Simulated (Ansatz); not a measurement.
# GaP (F-43m): thermal expansion from first principles, part 2 of 2

Aim: the lattice, expansion, heat capacity and bulk modulus of GaP as it warms.

What experiment has found for this phase:
- volume expansion coefficient 15.9 1e-6/K, heat capacity C_P per formula unit 44.2 J/mol/K and bulk modulus 88.7 GPa near room temperature (given in “High-Throughput Prediction of Finite-Temperature Properties using the Quasi-Harmonic Approximation”, 2016, arXiv:1603.06924)

Ansatz 0.2.0; DFT LDA, scalar-relativistic, plane waves, PAW.

So far, isothermal bulk modulus at 298 K (GPa): step 5 (phonons on strained cells, cutoff 487.2 eV, k-mesh 8×8×8) 86.7; step 6 (k-mesh 4×4×4, q-mesh 4×4×4) 87.1. Also gap on the k-mesh (eV): step 2 (a first coarse run) 1.49; step 3 (relaxation) 1.43; step 5 1.43; step 6 1.39; step 7 (relaxing at another setting) 1.44. The relaxed cell has a = 5.391 Å (conventional setting).

## Step 8: The quasi-harmonic study, cutoff 320 eV, q-mesh 4×4×4

The study relaxes the crystal at several strains, solves the phonons on some of them and minimises the free energy at each temperature (static energy, vibrations, the electrons in a metal, and PV under a set pressure); the q-mesh sets how far the force constants reach.

Contents of input.yaml:

```yaml
crystal:
  lattice:
    - [0.0, 2.695250083, 2.695250083]
    - [2.695250083, 0.0, 2.695250083]
    - [2.695250083, 2.695250083, 0.0]
  atoms:
    - { symbol: Ga, position: [0.0, 0.0, 0.0] }
    - { symbol: P, position: [0.25, 0.25, 0.25] }
kpoints:
  mp_grid: { grid: [8, 8, 8] }
hamiltonian:
  xc: lda
scf:
  occupations: { method: fixed }
output:
  eigenvalues: true
basis:
  ecutwfc: 320.0
phonons:
  method: dfpt
  qmesh: [4, 4, 4]
  temperatures: { t_max: 800.0, t_step: 50 }
  thermal_expansion: {}
```

Command:

```console
ansatz run input.yaml --threads 4 --pin off --max-ram 16384MiB --backend cpu --events-out ev --progress --plain --runs-dir out
```

Elapsed: 3.5 min, on 4 threads of Intel Xeon Platinum 8375C at 2.90GHz (Ice Lake), shared host; peak memory 1.2 GiB.

Changing the k-mesh (4×4×4 → 8×8×8) and the cutoff (487.2 → 320 eV) takes the volume expansion at 298 K from 15.4 to 15.5 × 10⁻⁶/K and B_T from 87.1 to 86.5 GPa.

## Step 9: The quasi-harmonic study, cutoff 487.2 eV, k-mesh 8×8×8

input.yaml, the sections that differ from step 8:

```yaml
crystal:
  lattice:
    - [0.0, 2.6956500585, 2.6956500585]
    - [2.6956500585, 0.0, 2.6956500585]
    - [2.6956500585, 2.6956500585, 0.0]
  atoms:
    - { symbol: Ga, position: [0.0, 0.0, 0.0] }
    - { symbol: P, position: [0.25, 0.25, 0.25] }
phonons:
  method: fd
  qmesh: [4, 4, 4]
  temperatures: { t_max: 800.0, t_step: 50 }
  thermal_expansion: {}
# kpoints, hamiltonian, scf, output: as in step 8
# basis: removed
```

Elapsed: 15 min, on 4 threads; peak memory 1.2 GiB.

Changing the cutoff (320 → 487.2 eV) and the phonon method (dfpt → fd) takes the volume expansion at 298 K from 15.5 to 14.9 × 10⁻⁶/K and B_T from 86.5 to 86.9 GPa.

## Step 10: Side by side

Times are for 4 threads of Intel Xeon Platinum 8375C at 2.90GHz (Ice Lake), shared host. The series side by side:

| no. | functional | cutoff (eV) | k-mesh | q-mesh | method | pressure (GPa) | volume expansion coefficient at 298 K (1e-6/K) | C_P at 298 K (J/mol-atom/K) | isothermal bulk modulus at 298 K (GPa) | time | memory (GiB) |
| --- | --- | --- | --- | --- | --- | --- | --- | --- | --- | --- | --- |
| 1 | lda | 487.2 | 8×8×8 | 2×2×2 | dfpt | 0 | 11.31 | 21.73 | 86.69 | 63 s | 0.76 |
| 2 | lda | 487.2 | 4×4×4 | 4×4×4 | dfpt | 0 | 15.37 | 21.82 | 87.06 | 68 s | 0.59 |
| 3 | lda | 320 | 8×8×8 | 4×4×4 | dfpt | 0 | 15.53 | 21.79 | 86.45 | 3.5 min | 1.2 |
| 4 | lda | 487.2 | 8×8×8 | 4×4×4 | fd | 0 | 14.89 | 21.77 | 86.86 | 15 min | 1.2 |

The runs together, line volume. The expansion coefficient, volume by temperature; values in 1e-6/K:

| temperature (K) | lda, 487.2, 8×8×8, 2×2×2, dfpt, 0 | lda, 487.2, 4×4×4, 4×4×4, dfpt, 0 | lda, 320, 8×8×8, 4×4×4, dfpt, 0 | lda, 487.2, 8×8×8, 4×4×4, fd, 0 |
| --- | --- | --- | --- | --- |
| 0 | 0 | 0 | 0 | 0 |
| 50 | -2.59 | -0.22 | -0.31 | -0.44 |
| 100 | -0.12 | 3.52 | 3.37 | 3.05 |
| 150 | 4.36 | 8.33 | 8.26 | 7.79 |
| 200 | 7.7 | 11.7 | 11.8 | 11.2 |
| 250 | 9.89 | 13.9 | 14.1 | 13.4 |
| 298 | 11.3 | 15.4 | 15.5 | 14.9 |
| 300 | 11.3 | 15.4 | 15.6 | 14.9 |
| 350 | 12.4 | 16.4 | 16.6 | 16.0 |
| 400 | 13.1 | 17.2 | 17.4 | 16.7 |
| 450 | 13.7 | 17.8 | 18.0 | 17.3 |
| 500 | 14.2 | 18.3 | 18.5 | 17.8 |
| 550 | 14.6 | 18.7 | 19.0 | 18.2 |
| 600 | 14.9 | 19.0 | 19.3 | 18.6 |
| 650 | 15.2 | 19.3 | 19.6 | 18.9 |
| 700 | 15.5 | 19.6 | 19.9 | 19.1 |
| 750 | 15.7 | 19.9 | 20.2 | 19.4 |
| 800 | 16.0 | 20.1 | 20.5 | 19.7 |

The runs together, line C_P. The heat capacity, C_P by temperature; values in J/mol-atom/K:

| temperature (K) | lda, 487.2, 8×8×8, 2×2×2, dfpt, 0 | lda, 487.2, 4×4×4, 4×4×4, dfpt, 0 | lda, 320, 8×8×8, 4×4×4, dfpt, 0 | lda, 487.2, 8×8×8, 4×4×4, fd, 0 |
| --- | --- | --- | --- | --- |
| 0 | 0 | 0 | 0 | 0 |
| 50 | 5.01 | 4.67 | 4.78 | 4.78 |
| 100 | 11.0 | 11.0 | 11.0 | 11.0 |
| 150 | 15.7 | 15.7 | 15.7 | 15.7 |
| 200 | 18.7 | 18.8 | 18.7 | 18.7 |
| 250 | 20.6 | 20.7 | 20.6 | 20.6 |
| 298 | 21.7 | 21.8 | 21.8 | 21.8 |
| 300 | 21.8 | 21.9 | 21.8 | 21.8 |
| 350 | 22.6 | 22.6 | 22.6 | 22.6 |
| 400 | 23.1 | 23.2 | 23.2 | 23.2 |
| 450 | 23.5 | 23.6 | 23.6 | 23.6 |
| 500 | 23.8 | 23.9 | 23.9 | 23.9 |
| 550 | 24.0 | 24.1 | 24.1 | 24.1 |
| 600 | 24.2 | 24.3 | 24.3 | 24.3 |
| 650 | 24.3 | 24.5 | 24.4 | 24.4 |
| 700 | 24.5 | 24.6 | 24.6 | 24.6 |
| 750 | 24.6 | 24.7 | 24.7 | 24.7 |
| 800 | 24.6 | 24.8 | 24.8 | 24.8 |

## Step 11: Summary of results

```
settings of these figures                        : LDA, 487.2 eV, k 8×8×8, q 4×4×4
volume expansion coefficient at 298 K            : 14.89 1e-6/K
C_P at 298 K                                     : 21.77 J/mol-atom/K
entropy at 298 K                                 : 25.94 J/mol-atom/K
isothermal bulk modulus at 298 K                 : 86.86 GPa
Grüneisen parameter at 298 K                     : 0.7075
volume at 298 K                                  : 19.72 Å³/atom
principal linear expansion coefficients at 298 K : 4.963, 4.963, 4.963 1e-6/K
```

In words: Near room temperature GaP expands by 14.9 × 10⁻⁶/K in volume by LDA, with C_P = 21.8 J/(mol K) per mole of atoms and B_T = 86.9 GPa. At low temperature the volume shrinks on warming, because modes with negative Grüneisen parameters outweigh the rest; the coefficient turns positive near 60 K. C_P at room temperature is 87 % of the classical 3R an atom, so the stiffest modes are still partly frozen out. A measured volume expansion coefficient near room temperature is 15.9 1e-6/K (arXiv:1603.06924); the calculated 14.9 1e-6/K differs by -6 %. A measured bulk modulus near room temperature is 88.7 GPa (arXiv:1603.06924); the calculated 86.9 GPa differs by -2 %. The table does not say whether its value is isothermal or adiabatic. A measured heat capacity per formula unit near room temperature is 44.2 J/mol/K (arXiv:1603.06924); the calculated 43.5 J/mol/K differs by -1 %. The expansion still moved strongly between the settings tried, so its convergence is not shown. Changing the q-mesh, k-mesh, cutoff and phonon method moves the volume expansion at 298 K between 11.3 and 15.5 × 10⁻⁶/K, while the CPU time spans a factor of 16. The interpolation has no quadrupole term, so branches near the zone centre are less sure, since this crystal has sites that are not centres of inversion. The PAW files were made for PBE and are used here under another functional, for which the program regenerates the frozen cores.

[Logs are printed without paths, hosts, clocks, repeated set-up lines and the standing remarks that a program may print on its own settings, such as how far it seeks lower states.]

[Hosts, paths, dates, database ids (printed as entryN), source tags and the programs' standing remarks are cut or masked in the printed files.]

[A step with changed settings may run another functional than the one named; its input shows which.]
